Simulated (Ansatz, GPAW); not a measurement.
# Sr3SnP (model structure): optical spectrum from first principles, part 2 of 3

Aim: the dielectric function of Sr3SnP (model structure), and the optical constants that follow from it. The cell was made here by substitution or stacking, whether or not such a phase is known. It was built so: All Ca replaced by Sr and N replaced by P in the Pm-3m structure of Ca3SnN. The cell is first relaxed with Ansatz.

GPAW 26.7.0; DFT, PBE, plane-wave PAW (GPAW data sets), scalar-relativistic, RPA, optical limit.

So far: Set-up; Relaxation.

## (3) Ground state

First the ground state: is it a metal or has it a gap?

This step: DFT, PBE, plane-wave PAW (GPAW data sets), scalar-relativistic, ground state (GPAW 26.7.0).

The input, gs.py:

```python
from ase import Atoms
from ase.dft.bandgap import bandgap
from gpaw import GPAW, PW, FermiDirac

atoms = Atoms(['Sn', 'Sr', 'Sr', 'Sr', 'P'],
              cell=[[6.13377993, 0.00000000, 0.00000000],
                    [0.00000000, 6.13377993, 0.00000000],
                    [0.00000000, 0.00000000, 6.13377993]],
              scaled_positions=[[0.50000000, 0.50000000, 0.50000000],
                                [0.50000000, 0.50000000, 0.00000000],
                                [0.50000000, 0.00000000, 0.50000000],
                                [1.00000000, 0.50000000, 0.50000000],
                                [0.00000000, 1.00000000, 1.00000000]],
              pbc=[True, True, True])
atoms.calc = GPAW(mode=PW(500), xc='PBE', kpts={'size': (4, 4, 4), 'gamma': True},
                  occupations=FermiDirac(0.05), maxiter=150, txt='gs.txt')
print('energy (eV)', atoms.get_potential_energy())
print('Fermi level (eV)', atoms.calc.get_fermi_level())
print('valence electrons', atoms.calc.get_number_of_electrons())
print('gap (eV)', bandgap(atoms.calc, output=None)[0])
print('direct gap (eV)', bandgap(atoms.calc, direct=True, output=None)[0])
atoms.calc.write('gs.gpw')
```

Launch:

```bash
> OMP_NUM_THREADS=1 python gs.py
```

Numbers of over 12 decimals in the logs are rounded to 6 here.

What it wrote:

```text
__  _  _
 | _ |_)|_||  |
 |__||  | ||/\| - 26.7.0

Versions:
  Python: 3.12.14
  ASE:    3.29.0
  Numpy:  2.5.5
  Scipy:  1.18.1
  Libxc:  7.0.0

Input parameters:
  mode=PW(ecut=500.0),
  kpts=MonkhorstPack(size=(4, 4, 4), gamma=True),
  maxiter=150,
  occupations=Occupations(name='fermi-dirac', width=0.05, fixmagmom=False),
  xc=XC(name='PBE')

Diagonalizing LCAO Hamiltonian
Converting LCAO to pw mode
     .--------------.
    /|              |
   / |              |
  /  |              |
 *   |              |
 |   |              |
 | Sr|     Sn       |
 |   |              |
 |   .---Sr---------.
 |  /              /
 | /       Sr     /
 |/              /
 P--------------*

Atoms  # Å, Bohr magnetons
|   | symbol |        x |        y |        z |    initial magnetic moments |
| 0 |     Sn | 3.066890 | 3.066890 | 3.066890 | ( 0.0000,  0.0000,  0.0000) |
| 1 |     Sr | 3.066890 | 3.066890 | 0.000000 | ( 0.0000,  0.0000,  0.0000) |
| 2 |     Sr | 3.066890 | 0.000000 | 3.066890 | ( 0.0000,  0.0000,  0.0000) |
| 3 |     Sr | 6.133780 | 3.066890 | 3.066890 | ( 0.0000,  0.0000,  0.0000) |
| 4 |      P | 0.000000 | 6.133780 | 6.133780 | ( 0.0000,  0.0000,  0.0000) |

Unit cell  # Å
| periodic |        x |        y |        z |  lengths |    angles |
|      yes | 6.133780 | 0.000000 | 0.000000 | 6.133780 | 90.000000 |
|      yes | 0.000000 | 6.133780 | 0.000000 | 6.133780 | 90.000000 |
|      yes | 0.000000 | 0.000000 | 6.133780 | 6.133780 | 90.000000 |

Number of symmetries: 48
Symmetry operations  # r_c * U_cc + t_c -> r_c
|    | kind |            matrix            |
|  0 |  E   |  1, 0, 0,  0, 1, 0,  0, 0, 1 |
|  1 |  σ   |  1, 0, 0,  0, 1, 0,  0, 0,-1 |
|  2 |  σ   |  1, 0, 0,  0, 0, 1,  0, 1, 0 |
|  3 |  C4  |  1, 0, 0,  0, 0, 1,  0,-1, 0 |
|  4 |  C4  |  1, 0, 0,  0, 0,-1,  0, 1, 0 |
|  5 |  σ   |  1, 0, 0,  0, 0,-1,  0,-1, 0 |
|  6 |  σ   |  1, 0, 0,  0,-1, 0,  0, 0, 1 |
|  7 |  C2  |  1, 0, 0,  0,-1, 0,  0, 0,-1 |
|  8 |  σ   |  0, 1, 0,  1, 0, 0,  0, 0, 1 |
|  9 |  C2  |  0, 1, 0,  1, 0, 0,  0, 0,-1 |
| 10 |  C3  |  0, 1, 0,  0, 0, 1,  1, 0, 0 |
| 11 |  S6  |  0, 1, 0,  0, 0, 1, -1, 0, 0 |
| 12 |  S6  |  0, 1, 0,  0, 0,-1,  1, 0, 0 |
| 13 |  C3  |  0, 1, 0,  0, 0,-1, -1, 0, 0 |
| 14 |  C4  |  0, 1, 0, -1, 0, 0,  0, 0, 1 |
| 15 |  S4  |  0, 1, 0, -1, 0, 0,  0, 0,-1 |
| 16 |  C3  |  0, 0, 1,  1, 0, 0,  0, 1, 0 |
| 17 |  S6  |  0, 0, 1,  1, 0, 0,  0,-1, 0 |
| 18 |  σ   |  0, 0, 1,  0, 1, 0,  1, 0, 0 |
| 19 |  C4  |  0, 0, 1,  0, 1, 0, -1, 0, 0 |
| 20 |  C2  |  0, 0, 1,  0,-1, 0,  1, 0, 0 |
| 21 |  S4  |  0, 0, 1,  0,-1, 0, -1, 0, 0 |
| 22 |  S6  |  0, 0, 1, -1, 0, 0,  0, 1, 0 |
| 23 |  C3  |  0, 0, 1, -1, 0, 0,  0,-1, 0 |
| 24 |  S6  |  0, 0,-1,  1, 0, 0,  0, 1, 0 |
| 25 |  C3  |  0, 0,-1,  1, 0, 0,  0,-1, 0 |
| 26 |  C4  |  0, 0,-1,  0, 1, 0,  1, 0, 0 |
| 27 |  σ   |  0, 0,-1,  0, 1, 0, -1, 0, 0 |
| 28 |  S4  |  0, 0,-1,  0,-1, 0,  1, 0, 0 |
| 29 |  C2  |  0, 0,-1,  0,-1, 0, -1, 0, 0 |
| 30 |  C3  |  0, 0,-1, -1, 0, 0,  0, 1, 0 |
| 31 |  S6  |  0, 0,-1, -1, 0, 0,  0,-1, 0 |
| 32 |  C4  |  0,-1, 0,  1, 0, 0,  0, 0, 1 |
| 33 |  S4  |  0,-1, 0,  1, 0, 0,  0, 0,-1 |
| 34 |  S6  |  0,-1, 0,  0, 0, 1,  1, 0, 0 |
| 35 |  C3  |  0,-1, 0,  0, 0, 1, -1, 0, 0 |
| 36 |  C3  |  0,-1, 0,  0, 0,-1,  1, 0, 0 |
| 37 |  S6  |  0,-1, 0,  0, 0,-1, -1, 0, 0 |
| 38 |  σ   |  0,-1, 0, -1, 0, 0,  0, 0, 1 |
| 39 |  C2  |  0,-1, 0, -1, 0, 0,  0, 0,-1 |
| 40 |  σ   | -1, 0, 0,  0, 1, 0,  0, 0, 1 |
| 41 |  C2  | -1, 0, 0,  0, 1, 0,  0, 0,-1 |
| 42 |  C2  | -1, 0, 0,  0, 0, 1,  0, 1, 0 |
| 43 |  S4  | -1, 0, 0,  0, 0, 1,  0,-1, 0 |
| 44 |  S4  | -1, 0, 0,  0, 0,-1,  0, 1, 0 |
| 45 |  C2  | -1, 0, 0,  0, 0,-1,  0,-1, 0 |
| 46 |  C2  | -1, 0, 0,  0,-1, 0,  0, 0, 1 |
| 47 |  i   | -1, 0, 0,  0,-1, 0,  0, 0,-1 |

BZ-sampling:
  Number of BZ points: 64
  Number of IBZ points: 10

  Monkhorst-Pack size: [4, 4, 4]
  Monkhorst-Pack shift: [0.125, 0.125, 0.125]

K-points  # in reciprocal-cell coordinates
|   |                                coordinates |     weight |
| 0 | (  0.00000000,   0.00000000,   0.00000000) | 0.01562500 |
| 1 | (  0.25000000,   0.00000000,   0.00000000) | 0.09375000 |
| 2 | (  0.25000000,   0.25000000,   0.00000000) | 0.18750000 |
| 3 | (  0.25000000,   0.25000000,   0.25000000) | 0.12500000 |
| 4 | (  0.50000000,   0.00000000,   0.00000000) | 0.04687500 |
| 5 | (  0.50000000,   0.25000000,   0.00000000) | 0.18750000 |
| 6 | (  0.50000000,   0.25000000,   0.25000000) | 0.18750000 |
| 7 | (  0.50000000,   0.50000000,   0.00000000) | 0.04687500 |
| 8 | (  0.50000000,   0.50000000,   0.25000000) | 0.09375000 |
| 9 | (  0.50000000,   0.50000000,   0.50000000) | 0.01562500 |

Plane wave coefficients: 5904
Cutoff: 500.0 eV

Spin-components: 1 (collinear spins)
Bands:           28
Projectors:      26
Spin-degeneracy: 2
Datatype:        complex128

Parallelization:
  kpt:    1
  domain: 1
  band:   1

Density:
  Valence electrons: 49.0
  Components: 1
  Grid points: [32 32 32]
  Charge: 0.0  # |e|

Potential:
  Grid points: [32 32 32]

species:
  Sn:
    name:    Tin
    id:
    Z:       50.0
    valence: 14
    core:    36
    charge:  0.0  # [|e|]
    compensation charges:
      type: gauss
      rc: 0.38  # [Å]
      lmax: 2
    cutoffs:
      filter: 2.23  # [Å]
      core: 2.35  # [Å]
    projectors
    | kind |    occ | energy [eV] | rcut [Å] |
    |   5s |  2.000 |     -10.538 |    1.201 |
    |   5p |  2.000 |      -3.696 |    1.270 |
    |   4d | 10.000 |     -25.845 |    1.185 |
    |    s |        |      16.674 |    1.201 |
    |    p |        |      23.515 |    1.270 |
    |    d |        |       1.367 |    1.185 |

    Using partial waves for Sn as LCAO basis

  Sr:
    name:    Strontium
    id:
    Z:       38.0
    valence: 10
    core:    28
    charge:  0.0  # [|e|]
    compensation charges:
      type: gauss
      rc: 0.40  # [Å]
      lmax: 2
    cutoffs:
      filter: 2.39  # [Å]
      core: 1.85  # [Å]
    projectors
    | kind |    occ | energy [eV] | rcut [Å] |
    |   4s |  2.000 |     -40.883 |    1.291 |
    |   5s |  2.000 |      -3.525 |    1.291 |
    |   4p |  6.000 |     -22.826 |    1.291 |
    |    p |        |       4.386 |    1.291 |
    |    d |        |       0.000 |    1.254 |

    Using partial waves for Sr as LCAO basis

  P:
    name:    Phosphorus
    id:
    Z:       15.0
    valence: 5
    core:    10
    charge:  0.0  # [|e|]
    compensation charges:
      type: gauss
      rc: 0.30  # [Å]
      lmax: 2
    cutoffs:
      filter: 1.69  # [Å]
      core: 1.81  # [Å]
    projectors
    | kind |    occ | energy [eV] | rcut [Å] |
    |   3s |  2.000 |     -13.968 |    0.953 |
    |   3p |  3.000 |      -5.506 |    0.953 |
    |    s |        |      13.244 |    0.953 |
    |    p |        |      21.705 |    0.953 |
    |    d |        |       0.000 |    0.953 |

    Using partial waves for P as LCAO basis

Reference energy: -436803.916989  # eV

eigensolver:
  PPCG
  Converge bands: occupied
  niter=2

density mixing:
  MSR1-Mixer
  Pratt-step length: 0.05
  Maximum mixing coefficient: 0.75
  Old densities: 10
  SVD Regularization: 0.005
  Good broyden scale: 1.0
  Trust region scale: 1.0
  Backstep threshold: 4.0
  History deletion threshold: 6.0
  Fourier metric: weight=20.0, sigma=0.015

occupation numbers:
  Fermi-Dirac:
    width: 0.0500  # eV

poisson solver:
  ecut: 4000.0  # eV

xc functional:
  name: PBE with 2 nearest neighbor stencil

convergence criteria:
- Maximum [total energy] change in last 3 cyles: 0.0005 eV / valence electron
- Maximum integral of absolute [dens]ity change: 0.0001 electrons / valence electron
- Maximum integral of absolute [eigenst]ate change: 4e-08 eV^2 / valence electron
maximum number of iterations: 150

SCF iterations
|iter     |      energy | eigst |  dens |
|iter:   1||  -15.505805 | +0.05 |       |
|iter:   2||  -15.265373 | -1.58 | -1.03 |
|iter:   3||  -14.802984 | -1.56 | -1.09 |
|iter:   4||  -14.439128 | -1.85 | -1.32 |
|iter:   5||  -14.419925 | -2.74 | -1.71 |
|iter:   6||  -14.426137c| -3.36 | -2.00 |
|iter:   7||  -14.426712c| -4.47 | -2.55 |
|iter:   8||  -14.426718c| -5.65 | -3.44 |
|iter:   9||  -14.426729c| -6.57 | -3.85 |
|iter:  10||  -14.426729c| -7.45c| -4.54c|

Converged in 10 steps
SCF loop duration: 20.809 s (2.081 s/step)
Energy contributions relative to reference atoms: (reference = -436803.916989)

Energy contributions:
  Kinetic:           5.636691
  Coulomb:          -0.003042
  Zero:             -0.440656
  External:          0.000000
  Xc:              -19.604017
  Entropy:          -0.031410
  Spinorbit:         0.000000
  ----------------------------
  Free energy:     -14.442434
  Extrapolated:    -14.426729

dipole moment: (-40.745090, -40.745090, -40.745090)  # |e|*Ang

Fermi level: 2.619
Eigenvalues  # (at kpt = [0.000, 0.000, 0.000])
| band index |      eig [eV] | occ [0-2] |
|          0 |       -33.166 |     2.000 |
|        ... |               |           |
|         14 |       -15.118 |     2.000 |
|         15 |       -15.118 |     2.000 |
|         16 |       -15.118 |     2.000 |
|         17 |        -5.272 |     2.000 |
|         18 |        -4.292 |     2.000 |
|         19 |         2.181 |     2.000 |
|         20 |         2.181 |     2.000 |
|         21 |         2.181 |     2.000 |
|         22 |         2.781 |     0.076 |
|         23 |         3.291 |     0.000 |
|         24 |         3.291 |     0.000 |
|         25 |         3.291 |     0.000 |
|         26 |         3.850 |     0.000 |
|         27 |         3.850 |     0.000 |

No gap
No difference between direct/indirect transitions

--- standard output ---
energy (eV) -14.426729
Fermi level (eV) 2.619478
valence electrons 49.0
gap (eV) 0.0
direct gap (eV) 0.0
```

Wall time 23 s (1 thread of Arm Neoverse V2, shared host); peak memory 0.22 GiB.

This step gave:

- energy: -14.43 eV
- Fermi energy: 2.619 eV
- electrons: 49

There are states at the Fermi level within the smearing, so the occupations stay smeared and the carriers get a Drude term.

## (4) Bands for the response

The response needs many more empty bands than the density does.

This step: DFT, PBE, plane-wave PAW (GPAW data sets), scalar-relativistic, bands at fixed density (GPAW 26.7.0).

The input, nscf.py:

```python
from ase.dft.bandgap import bandgap
from gpaw import GPAW, FermiDirac

calc = GPAW('gs.gpw').fixed_density(kpts={'size': (6, 6, 6), 'gamma': True}, nbands=103, convergence={'bands': 97},
                                    occupations=FermiDirac(0.05), txt='nscf.txt')
print('gap (eV)', bandgap(calc, output=None)[0])
print('direct gap (eV)', bandgap(calc, direct=True, output=None)[0])
print('top band over the Fermi level (eV)', min(calc.get_eigenvalues(kpt=k)[96] for k in range(len(calc.get_ibz_k_points()))) - calc.get_fermi_level())
calc.write('full.gpw', mode='all')
```

Launch:

```bash
> OMP_NUM_THREADS=1 python nscf.py
```

What it wrote:

```text
Diagonalizing LCAO Hamiltonian
Converting LCAO to pw mode
convergence criteria:
- Maximum integral of absolute [eigenst]ate change: 4e-08 eV^2 / valence electron
maximum number of iterations: 150

SCF iterations
|iter     |      energy | eigst |  dens |
|iter:   1||             | +3.66 |       |
|iter:   2||             | +2.36 |       |
|iter:   3||             | +1.43 |       |
|iter:   4||             | +0.46 |       |
|iter:   5||             | -0.22 |       |
|iter:   6||             | -0.67 |       |
|iter:   7||             | -1.07 |       |
|iter:   8||             | -1.43 |       |
|iter:   9||             | -1.76 |       |
|iter:  10||             | -2.03 |       |
|iter:  11||             | -2.30 |       |
|iter:  12||             | -2.54 |       |
|iter:  13||             | -2.80 |       |
|iter:  14||             | -3.04 |       |
|iter:  15||             | -3.29 |       |
|iter:  16||             | -3.54 |       |
[...]
|iter:  27||             | -6.17 |       |
|iter:  28||             | -6.37 |       |
|iter:  29||             | -6.55 |       |
|iter:  30||             | -6.71 |       |
|iter:  31||             | -6.84 |       |
|iter:  32||             | -7.04 |       |
|iter:  33||             | -7.14 |       |
|iter:  34||             | -7.37 |       |
|iter:  35||             | -7.67c|       |
SCF steps: 35
  __  _  _
 | _ |_)|_||  |
 |__||  | ||/\| - 26.7.0

Versions:
  Python: 3.12.14
  ASE:    3.29.0
  Numpy:  2.5.5
  Scipy:  1.18.1
  Libxc:  7.0.0

Input parameters:
  mode=PW(ecut=500.0),
  convergence={'bands': 97},
  gpts=array([32, 32, 32]),
  kpts=MonkhorstPack(size=(6, 6, 6), gamma=True),
  maxiter=150,
  nbands=103,
  occupations=Occupations(name='fermi-dirac', width=0.05, fixmagmom=False),
  parallel={},
  xc=XC(name='PBE')

--- standard output ---
gap (eV) 0.0
direct gap (eV) 0.0
top band over the Fermi level (eV) 20.943389
```

It took 8.1 min on 1 thread; peak memory 0.44 GiB.

(Continued in part 3 of 3.)

[Machine, clock and banner lines and Python warnings are left out of the logs.]

[Logs are printed without paths, hosts, clocks, repeated set-up lines and the standing remarks that a program may print on its own settings, such as how far it seeks lower states.]

[Hosts, paths, dates, database ids (printed as entryN), source tags and the programs' standing remarks are cut or masked in the printed files.]
